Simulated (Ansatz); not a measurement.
## MgO (Periclase, Fm-3m): converging a phonon calculation

Wanted: convergence of the phonons of MgO (Periclase, Fm-3m) against cost.

Calculated with Ansatz 0.2.0; DFT PBEsol, scalar-relativistic, plane waves, PAW; PAW set soft_1.

The database entry behind the starting cell differs from later determinations by our own check (about 0.1 % long), so it need not match the best structure at ambient conditions.

## (1) The starting structure

The structure is cubic, space group Fm-3m (No. 225). The conventional cell has a = 4.215 Å, b = 4.215 Å, c = 4.215 Å, α = 90.00°, β = 90.00°, γ = 90.00°. Mg has 6 O at 2.11 Å nearest. Nearest to O lie 6 Mg at 2.11 Å. Farther neighbours and most contacts between anions are not listed.

## (2) Relaxing to small forces for the phonons

Phonons need a cell at rest on their own settings, so the relaxation is repeated with tight tolerances on forces and stress, using the mesh and the filling of the phonon run that follows.

Contents of input.yaml:

```yaml
crystal:
  lattice:
    - [0.0, 2.1074634062, 2.1074634062]
    - [2.1074634062, 0.0, 2.1074634062]
    - [2.1074634062, 2.1074634062, 0.0]
  atoms:
    - { symbol: Mg, position: [0.0, 0.0, 0.0] }
    - { symbol: O, position: [0.5, 0.5, 0.5] }
kpoints:
  mp_grid: { grid: [8, 8, 8] }
hamiltonian:
  xc: pbesol
  pseudopotentials: { kind: paw, azcp: { folder: soft_1 }, xc_functional: pbe }
scf:
  occupations: { method: fixed }
output:
  forces: true
  stress: true
  eigenvalues: true
relax:
  adjacent_minimum: "off"
  f_tol: 0.001
  max_steps: 60
  cell: { stress_tol: 0.01 }
```

Command:

```bash
ansatz run input.yaml --threads 4 --pin off --max-ram 16384MiB --backend cpu --events-out ev --progress --plain --runs-dir out
```

Numbers of over 12 decimals in the logs are rounded to 6 here.

Log:

```text
Engine: ansatz 0.2.0, x86_64-unknown-linux-gnu
Pseudopotentials: kind: paw
Pseudopotential: Mg, paw, valence charge 10, recommended cutoff 420 eV (normal), soft_1/Mg.paw.azcp
Pseudopotential: O, paw, valence charge 6, recommended cutoff 420 eV (normal), soft_1/O.paw.azcp
Functional definition: PBEsol
  exchange = pbesol_x
  correlation = pbesol_c
Crystal: 2 atoms, lattice volume = 18.720 Å³
[...]
--- Relaxed structure (1 steps of the walk, 1 accepted, 1 SCFs on fresh bases) ---
  F+E_penalty+E_count = -2475.87409615 eV   max|allowed force component| = 8.184e-30 eV/Å   (the final SCF, on the basis selected at the relaxed cell)
  cell:  # Å, volume = 18.7202 Å³
    - [0.0, 2.1074634062, 2.1074634062]
    - [2.1074634062, 0.0, 2.1074634062]
    - [2.1074634062, 2.1074634062, 0.0]
  atoms:
    - { symbol: Mg, position: [0.0, 0.0, 0.0] }
    - { symbol: O, position: [0.5, 0.5, 0.5] }
[key lines of the parts left out:]
SCF converged after 5 iterations
Free energy (F): -2475.874096 eV
Fermi energy:    7.909141 eV
P = ⅓ Tr σ = -0.0074 GPa (-0.074 kbar)
```

Wall time 0.3 s (4 threads of AMD EPYC 9R45, shared host); peak memory 0.31 GiB.

Little changed from the start: no atom moved by 0.005 Å and no cell edge by 0.1 %.

This step gave:

* pressure: -0.007402 GPa
* gap on the k-mesh: 4.621 eV
* volume per atom: 9.360 Å³
* direct gap on mesh: 4.621 eV

The forces vanish by symmetry and the pressure is -0.007 GPa, within the tolerances set. The cell now holds 9.36 Å³/atom.

## (3) Response at finite wavevector

Stability and thermal properties need the whole zone. Linear response on a 4×4×4 q mesh gives force constants as far as a supercell of that size would, and the tensors from the zone-centre run are typed in so that the long-range dipole term is interpolated apart.

input.yaml, the sections that differ from step 2:

```yaml
output:
  eigenvalues: true
phonons:
  method: dfpt
  qmesh: [4, 4, 4]
  temperatures: { t_max: 1000, t_step: 50 }
  qpath:
    path:
      - [[0.0, 0.0, 0.0], [0.5, 0.0, 0.5], [0.625, 0.25, 0.625]]
      - [[0.375, 0.375, 0.75], [0.0, 0.0, 0.0], [0.5, 0.5, 0.5], [0.5, 0.25, 0.75], [0.5, 0.0, 0.5]]
    npoints: 10
  non_analytic_term:
    high_frequency_dielectric_tensor: [[3.2454, 0.0, 0.0], [0.0, 3.2454, 0.0], [0.0, 0.0, 3.2454]]
    born_effective_charges:
      - { species: Mg, tensor: [[1.9804, 0.0, 0.0], [0.0, 1.9804, 0.0], [0.0, 0.0, 1.9804]] }
      - { species: O, tensor: [[-1.9804, 0.0, 0.0], [0.0, -1.9804, 0.0], [0.0, 0.0, -1.9804]] }
    source: "zone-centre run at this cell"
# crystal, kpoints, hamiltonian, scf: as in step 2
# relax: removed
```

Log:

```text
[...]
Crystal: 2 atoms, lattice volume = 18.720 Å³
Basis set: ecut = 420 eV, 339 PW (Γ), exchange–correlation on 40×40×40 points (8 copies of the dense FFT grid, shifted against one another)
Bands: 12, of which v1, the nominal top of the filled ones, is band 8 counted from 1 (7 counted from 0)
Symmetry: 48 space group operations
k-points: 29 of 512
[...]
SCF iter   1: F=—  HF=-2475.879216 eV  |F-HF|=—  |Δ(HF+E_count)|=         —  Δρ=7.14e-2  dr2=4.76e-1  ethr=3.10e-3  ⟨swp⟩=4.5  Hψ=1865  notcnv=0  defer=37
[...]
SCF iter   8: F=-2475.874096 eV  HF=-2475.874096 eV  |F-HF|=6.82e-12  |Δ(HF+E_count)|=  5.23e-10  Δρ=2.38e-7  dr2=5.92e-12  ethr=1.00e-12  ⟨swp⟩=5.8  Hψ=2120  notcnv=0
SCF 1 converged in 8 iterations: F = -2475.874096 eV  dr2 = 5.92e-12
[...]
NSCF: frozen V_eff on 29 k-points
[...]
DFPT response loops at q = (0, 0, 0) (fractional): preconditioner auto → none (the input reference at scf.mixing.eps_inf says where Resta's filter doesn't serve); β = 0.50; Broyden in place of MSR1
[...]
SCF converged after 8 iterations
Free energy (F): -2475.874096 eV
[...]
Internal energy: -2475.874096 eV  (E = F + TS)
E sigma→0 (E₀):  -2475.874096 eV
Fermi energy:    7.909144 eV
[...]
--- Band table (eV; the first three rows and the last of 29) ---
  k-point 0: bands = [... 4 lower, -9.2706, 7.9091, 7.9091, 7.9091, 12.5297, 23.5489, 23.5489, 23.5489]
  k-point 1: bands = [... 4 lower, -9.0992, 6.9423, 7.8057, 7.8057, 13.4490, 21.8463, 23.9045, 23.9045]
  k-point 2: bands = [... 4 lower, -8.6545, 5.2248, 7.5680, 7.5680, 14.8837, 20.3109, 24.4058, 24.4058]
  k-point 28: bands = [... 4 lower, -7.6375, 4.9364, 4.9364, 6.1254, 19.3979, 19.3979, 19.9592, 23.2881]
--- Phonons (Γ-DFPT): 2 representative perturbations + reference (Σ response iterations 7) ---
  ASR residual: 1.613e-4 → 0.000e0 eV/Å²; symmetrization residual: 1.402e-6 eV/Å²
  ASR residual per site (eV/Å²): 1.23e-4 1.61e-4
  Γ frequencies (cm⁻¹): 0.00 0.00 0.00 387.17 387.17 387.17
--- Phonons (arbitrary-q DFPT): 8 irreducible q on the 4×4×4 mesh ---
  q = [0.0000, 0.0000, 0.0000] (star 1, of the zone-centre solve; hermiticity 5.27e-7, symmetrization 1.01e-12): -0.00 -0.00 0.00 387.17 387.17 387.17
  q = [0.0000, 0.0000, 0.2500] (star 8, 2 solved perturbations on 288 of 512 k-point pairs; hermiticity 1.61e-8, symmetrization 6.59e-9): 179.24 179.24 320.04 378.15 378.15 659.95
[...]
q = [0.0000, 0.2500, 0.2500] (star 6, 4 solved perturbations in 528 linear systems a pass and spin channel, the states on 164 of 512 k-point pairs; hermiticity 1.22e-7, symmetrization 8.62e-9): 213.19 213.19 319.46 411.14 411.14 605.77
[...]
sum rule: each row above includes the acoustic sum rule's correction from the zone centre's row sums; it moved no ω² by more than (1.66 cm⁻¹)²
  mesh force constants: q→R imaginary residual 1.97e-18; ASR residual 1.613e-4 → 0.000e0 eV/Å²; symmetrization residual 5.329e-15 eV/Å²
  interpolated dispersion: 63 rows × 6 modes
  density of states and harmonic sums: on the 28×28×28 q-mesh, interpolated from the force constants of a 4×4×4 supercell (with the dipole–dipole term of supplied tensors)
  largest difference from the sums on the solved wave vectors: F 7.76e-3 eV, S 1.19e-5 and C_V 3.96e-6 eV/K
  zero-point energy: 0.144384 eV/cell   skipped modes (ω ≤ 0): 3   left out of the sums: 2.28e-5 of the cell's modes: C_V's classical limit lies that fraction below 3 k_B per atom; for a crystal, a wire or a layer, F and S can be off by more, and a phonons.interpolated_qmesh denser along its periods is the remedy for the sampling
```

Elapsed: 9.5 s, on 4 threads; peak memory 0.61 GiB; 35 s of CPU time.

Reading the cycles: dr2 is the Hartree energy of the density residual (eV), the measure of convergence; HF is the Harris–Foulkes estimate of the energy, which meets the free energy F at convergence.

Numbers from this step:

```yaml
sum_rule_residual_before_enforcement: 1.61e-4 eV/Å²
lowest_frequency_on_the_path: 0 cm⁻¹
point_group: m-3m
highest_frequency_on_the_path_or_at_a_solved_wavevector: 692.2 cm⁻¹
mean_frequency: 388.2 cm⁻¹
debye_temperature_second_moment: 750 K
logarithmic_mean_frequency: 370.4 cm⁻¹
highest_optical_mode_at_the_zone_centre_no_lo_to_term: 387.2 cm⁻¹
lowest_optical_zone_centre_mode: 387.2 cm⁻¹
lowest_mode_on_the_q_mesh_acoustic_modes_at_gamma_apart: 179.2 cm⁻¹
zero_point_energy_per_atom: 72.19 meV
heat_capacity_at_300_k: 18.69 J/(mol atoms K)
vibrational_entropy_at_300_k: 14.10 J/(mol atoms K)
```

Frequencies (cm⁻¹) solved at each irreducible wavevector; negative means imaginary. Frequencies by wavevector, by row:

```tsv
q in reciprocal lattice units	star	mode 1	mode 2	mode 3	mode 4	mode 5	mode 6
0 0 0	1	0	0	0	387.2	387.2	387.2
0 0 0.25	8	179.2	179.2	320	378.1	378.1	660
0 0 -0.5	4	271.1	271.1	352.9	352.9	537.2	555.9
0 0.25 0.25	6	213.2	213.2	319.5	411.1	411.1	605.8
0 0.25 -0.5	24	274.9	322.2	400.8	429.1	438	542.5
0 0.25 -0.25	12	261	313.9	362.3	404.6	448.1	573.7
0 -0.5 -0.5	3	284.1	284.1	414.5	436.4	436.4	534.5
0.25 -0.5 -0.25	6	340	368	368	431.3	486.9	486.9
```

Interpolated from a 4×4×4 q mesh, with the LO-TO term (at Γ the limit along the path; where Γ stands inside the path, tables give the limit on arrival). Phonon branches along the path, in cm⁻¹:

```tsv
point	branch 1	branch 2	branch 3	branch 4	branch 5	branch 6
Γ	0	0	0	387	387	692
halfway	213	213	320	411	411	606
X	284	284	414	436	436	534
halfway	286	315	409	428	450	528
U	290	378	391	406	479	510
jump to K	290	378	391	406	479	510
halfway	209	252	345	364	421	625
Γ	0	0	0	387	387	692
halfway	179	179	320	378	378	660
L	271	271	353	353	537	556
halfway	288	322	382	429	472	532
W	340	368	368	431	487	487
halfway	312	315	403	435	450	522
X	284	284	414	436	436	534
```

The phonon branches as a text plot (rows in cm⁻¹):

```
    678 |***                      **********
    649 |   *                    *          **
    620 |    ***                *             *
    591 |       *              *               **
    562 |        *           **                  ***
    534 |         *******   *                    *******      ***
    505 |                ***                    *   **  ** ***
    476 |                ** *                  *      * *****
    447 |           *****    ***                       *    *****
    418 |    ****************** **            *      ** ****  ***
    389 |****    *      ****   *  ***********       * ** * ***
    361 |       *        * *********         *********  ****
    332 |      *        *    ** *           *         ** *****
    303 |             ** ***   * *                  *****     **
    274 |    **   *******   ***            *    ******          *
    245 |       **             **             **
    216 |   *  *                ****         *
    187 |    **                           * *
    159 |                        ****      *
    130 |  **                     **     *
    101 |  *                        *     *
     72 | *                          *  **
     43 | *                          *  *
     14 |*                            **
         Γ           X  U|K            Γ         L        W     X
```

Symmetry leaves 8 wavevectors to solve. The lowest mode among them, the acoustic zeros apart, lies at q = (0, 0, 0.25) and is real, 179 cm⁻¹.

## (4) Another q mesh, q mesh 2×2×2

The q mesh is changed to 2×2×2, to see how far the force constants must reach.

input.yaml, as its differences from that of step 3:

```diff
@@ -19,3 +19,3 @@
   method: dfpt
-  qmesh: [4, 4, 4]
+  qmesh: [2, 2, 2]
   temperatures: { t_max: 1000, t_step: 50 }
```

Log:

```text
[...]
Crystal: 2 atoms, lattice volume = 18.720 Å³
Basis set: ecut = 420 eV, 339 PW (Γ), exchange–correlation on 40×40×40 points (8 copies of the dense FFT grid, shifted against one another)
Bands: 12, of which v1, the nominal top of the filled ones, is band 8 counted from 1 (7 counted from 0)
Symmetry: 48 space group operations
k-points: 29 of 512
[...]
SCF iter   1: F=—  HF=-2475.879216 eV  |F-HF|=—  |Δ(HF+E_count)|=         —  Δρ=7.14e-2  dr2=4.76e-1  ethr=3.10e-3  ⟨swp⟩=4.5  Hψ=1865  notcnv=0  defer=37
[...]
SCF iter   8: F=-2475.874096 eV  HF=-2475.874096 eV  |F-HF|=6.82e-12  |Δ(HF+E_count)|=  5.23e-10  Δρ=2.38e-7  dr2=5.92e-12  ethr=1.00e-12  ⟨swp⟩=5.8  Hψ=2120  notcnv=0
SCF 1 converged in 8 iterations: F = -2475.874096 eV  dr2 = 5.92e-12
[...]
SCF converged after 8 iterations
Free energy (F): -2475.874096 eV
[...]
Internal energy: -2475.874096 eV  (E = F + TS)
E sigma→0 (E₀):  -2475.874096 eV
Fermi energy:    7.909144 eV
[...]
--- Band table (eV; the first three rows and the last of 29) ---
  k-point 0: bands = [... 4 lower, -9.2706, 7.9091, 7.9091, 7.9091, 12.5297, 23.5489, 23.5489, 23.5489]
  k-point 1: bands = [... 4 lower, -9.0992, 6.9423, 7.8057, 7.8057, 13.4490, 21.8463, 23.9045, 23.9045]
  k-point 2: bands = [... 4 lower, -8.6545, 5.2248, 7.5680, 7.5680, 14.8837, 20.3109, 24.4058, 24.4058]
  k-point 28: bands = [... 4 lower, -7.6375, 4.9364, 4.9364, 6.1254, 19.3979, 19.3979, 19.9592, 23.2881]
[...]
ASR residual: 1.613e-4 → 0.000e0 eV/Å²; symmetrization residual: 1.402e-6 eV/Å²
  ASR residual per site (eV/Å²): 1.23e-4 1.61e-4
  Γ frequencies (cm⁻¹): 0.00 0.00 0.00 387.17 387.17 387.17
--- Phonons (arbitrary-q DFPT): 3 irreducible q on the 2×2×2 mesh ---
[...]
interpolated dispersion: 63 rows × 6 modes
[...]
```

Elapsed: 2 s, on 4 threads; peak memory 0.48 GiB; 6.5 s of CPU time.

Numbers from this step:

| Quantity | Value |
| --- | --- |
| mean frequency | 386.4 cm⁻¹ |
| lowest mode on the q mesh (acoustic modes at Γ apart) | 271.1 cm⁻¹ |

Frequencies (cm⁻¹) solved at each irreducible wavevector; negative means imaginary. Frequencies by wavevector, by row:

```tsv
q in reciprocal lattice units	star	mode 1	mode 2	mode 3	mode 4	mode 5	mode 6
0 0 0	1	0	0	0	387.2	387.2	387.2
0 0 -0.5	4	271.1	271.1	352.9	352.9	537.2	555.9
0 -0.5 -0.5	3	284.1	284.1	414.5	436.4	436.4	534.5
```

Interpolated from a 2×2×2 q mesh, rough between the solved points, with the LO-TO term (at Γ the limit along the path; where Γ stands inside the path, tables give the limit on arrival). The phonon branches at the labelled points (cm⁻¹):

```tsv
point	branch 1	branch 2	branch 3	branch 4	branch 5	branch 6
Γ	0	0	0	387	387	692
halfway	216	216	331	410	410	605
X	284	284	414	436	436	534
halfway	281	316	410	430	445	524
U	274	386	395	412	464	496
jump to K	274	386	395	412	464	496
halfway	218	247	352	354	418	624
Γ	0	0	0	387	387	692
halfway	187	187	321	373	373	660
L	271	271	353	353	537	556
halfway	278	318	388	421	477	521
W	338	369	369	422	475	475
halfway	310	313	405	431	447	514
X	284	284	414	436	436	534
```

The phonon branches as a text plot (rows in cm⁻¹):

```
    678 |***                      **********
    649 |   *                    *          **
    620 |    **                 *             *
    591 |      **              *               **
    562 |        *           **                  ***
    534 |         ******                         ******       ***
    505 |               *** *                   *   ** **   **
    476 |                 **                   *      *  ***
    447 |           ******  ***                        **   *****
    418 |      *******************            *       * *********
    389 |******  *       ****  *  ********** *      **** * ***
    361 |       *        *  ********        *********    ***
    332 |      *        *    **             *         ********
    303 |             **         *                  **  *     **
    274 |    **  ************  *           *    ********        *
    245 |       *            **** **          **
    216 |   *  *                **           *
    187 |    **                  *        * *
    159 |  *                      ***      *
    130 |   *                     **     **
    101 |  *                        *
     72 | *                          *  **
     43 | *                          *  *
     14 |*                            **
         Γ           X  U|K            Γ         L        W     X
```

The mean frequency is 386.4 cm⁻¹, -1.8 cm⁻¹ against the base run.

The highest branch reaches 692 cm⁻¹ on this path, at Γ. No branch goes imaginary on this path.

## (5) Another q mesh, k-mesh 9×9×9, q mesh 3×3×3

The q mesh is changed to 3×3×3, to see how far the force constants must reach; the k mesh is 9×9×9, against 8×8×8 in the base run, so that the q mesh divides it.

input.yaml, as its differences from that of step 4:

```diff
@@ -9,3 +9,3 @@
 kpoints:
-  mp_grid: { grid: [8, 8, 8] }
+  mp_grid: { grid: [9, 9, 9] }
 hamiltonian:
@@ -19,3 +19,3 @@
   method: dfpt
-  qmesh: [2, 2, 2]
+  qmesh: [3, 3, 3]
   temperatures: { t_max: 1000, t_step: 50 }
```

Log:

```text
[...]
Crystal: 2 atoms, lattice volume = 18.720 Å³
Basis set: ecut = 420 eV, 339 PW (Γ), exchange–correlation on 40×40×40 points (8 copies of the dense FFT grid, shifted against one another)
Bands: 12, of which v1, the nominal top of the filled ones, is band 8 counted from 1 (7 counted from 0)
Symmetry: 48 space group operations
k-points: 35 of 729
[...]
k-point 34: bands = [... 4 lower, -7.6632, 4.6193, 5.2205, 6.2841, 19.0815, 19.3555, 20.0801, 23.6857]
[...]
ASR residual: 1.562e-4 → 0.000e0 eV/Å²; symmetrization residual: 1.199e-6 eV/Å²
  ASR residual per site (eV/Å²): 9.55e-5 1.56e-4
  Γ frequencies (cm⁻¹): 0.00 0.00 0.00 387.16 387.16 387.16
--- Phonons (arbitrary-q DFPT): 4 irreducible q on the 3×3×3 mesh ---
[...]
interpolated dispersion: 63 rows × 6 modes
[...]
[key lines of the parts left out:]
SCF converged after 8 iterations
Free energy (F): -2475.874190 eV
Fermi energy:    7.909128 eV
```

Run time: 6 s. Hardware: 4 threads; peak memory 0.56 GiB; 22 s of CPU time.

The mean frequency is 387.8 cm⁻¹, -0.4 cm⁻¹ against the base run, whose k mesh differs too.

## (6) Another q mesh, k-mesh 12×12×12, q mesh 6×6×6

The q mesh is changed to 6×6×6, to see how far the force constants must reach; the k mesh is 12×12×12, against 8×8×8 in the base run, so that the q mesh divides it.

input.yaml, as its differences from that of step 5:

```diff
@@ -9,3 +9,3 @@
 kpoints:
-  mp_grid: { grid: [9, 9, 9] }
+  mp_grid: { grid: [12, 12, 12] }
 hamiltonian:
@@ -19,3 +19,3 @@
   method: dfpt
-  qmesh: [3, 3, 3]
+  qmesh: [6, 6, 6]
   temperatures: { t_max: 1000, t_step: 50 }
```

Log:

```text
[...]
Crystal: 2 atoms, lattice volume = 18.720 Å³
Basis set: ecut = 420 eV, 339 PW (Γ), exchange–correlation on 40×40×40 points (8 copies of the dense FFT grid, shifted against one another)
Bands: 12, of which v1, the nominal top of the filled ones, is band 8 counted from 1 (7 counted from 0)
Symmetry: 48 space group operations
k-points: 72 of 1728
[...]
k-point 71: bands = [... 4 lower, -7.6375, 4.9364, 4.9364, 6.1254, 19.3979, 19.3979, 19.9592, 23.2881]
[...]
ASR residual: 1.512e-4 → 0.000e0 eV/Å²; symmetrization residual: 1.941e-6 eV/Å²
  ASR residual per site (eV/Å²): 1.06e-4 1.51e-4
  Γ frequencies (cm⁻¹): 0.00 0.00 0.00 387.17 387.17 387.17
--- Phonons (arbitrary-q DFPT): 16 irreducible q on the 6×6×6 mesh ---
[...]
interpolated dispersion: 63 rows × 6 modes
[...]
[key lines of the parts left out:]
SCF converged after 8 iterations
Free energy (F): -2475.874242 eV
Fermi energy:    7.909124 eV
```

The job ended after 88 s (4 threads; peak memory 1.2 GiB).

Frequencies (cm⁻¹) solved at each irreducible wavevector; negative means imaginary. Frequencies by wavevector, by row:

```tsv
q in reciprocal lattice units	star	mode 1	mode 2	mode 3	mode 4	mode 5	mode 6
0 0 0	1	0	0	0	387.2	387.2	387.2
0 0 0.1667	8	125.1	125.1	220.2	383.7	383.7	678.3
0 0 0.3333	8	224.5	224.5	369.4	369.4	408.6	633
0 0 -0.5	4	271.1	271.1	353	353	537.2	555.9
0 0.1667 0.1667	6	155.3	155.3	227.4	399	399	650.1
0 0.1667 0.3333	24	224.2	238.2	355.9	399.4	400.2	612.2
0 0.1667 -0.5	24	271.7	301.6	379.1	401.8	475.7	555.9
0 0.1667 -0.3333	24	263.3	294.8	360.2	414.1	448.3	577.6
0 0.1667 -0.1667	12	190	226.1	316.8	368.1	413.8	640.1
0 0.3333 0.3333	6	253.4	253.4	384	423.6	423.6	562.1
0 0.3333 -0.5	24	279.3	319.9	409.9	419.6	448.6	531.9
0 0.3333 -0.3333	12	286.5	372.1	388.3	413.4	489.9	501.5
0 -0.5 -0.5	3	284.1	284.1	414.5	436.4	436.4	534.5
0.1667 0.3333 -0.5	24	276.4	307.1	391.2	406	445.2	555.9
0.1667 0.3333 -0.3333	24	301.9	345.2	402.8	425.5	465.7	514.1
0.1667 -0.5 -0.3333	12	324.8	333.7	393.8	434.5	461.4	511.5
```

The mean frequency is 388.2 cm⁻¹, +0.0 cm⁻¹ against the base run, whose k mesh differs too.

[end of part 1 of 3]

[Logs are printed without paths, hosts, clocks, repeated set-up lines and the standing remarks that a program may print on its own settings, such as how far it seeks lower states.]

[Hosts, paths, dates, database ids (printed as entryN), source tags and the programs' standing remarks are cut or masked in the printed files.]
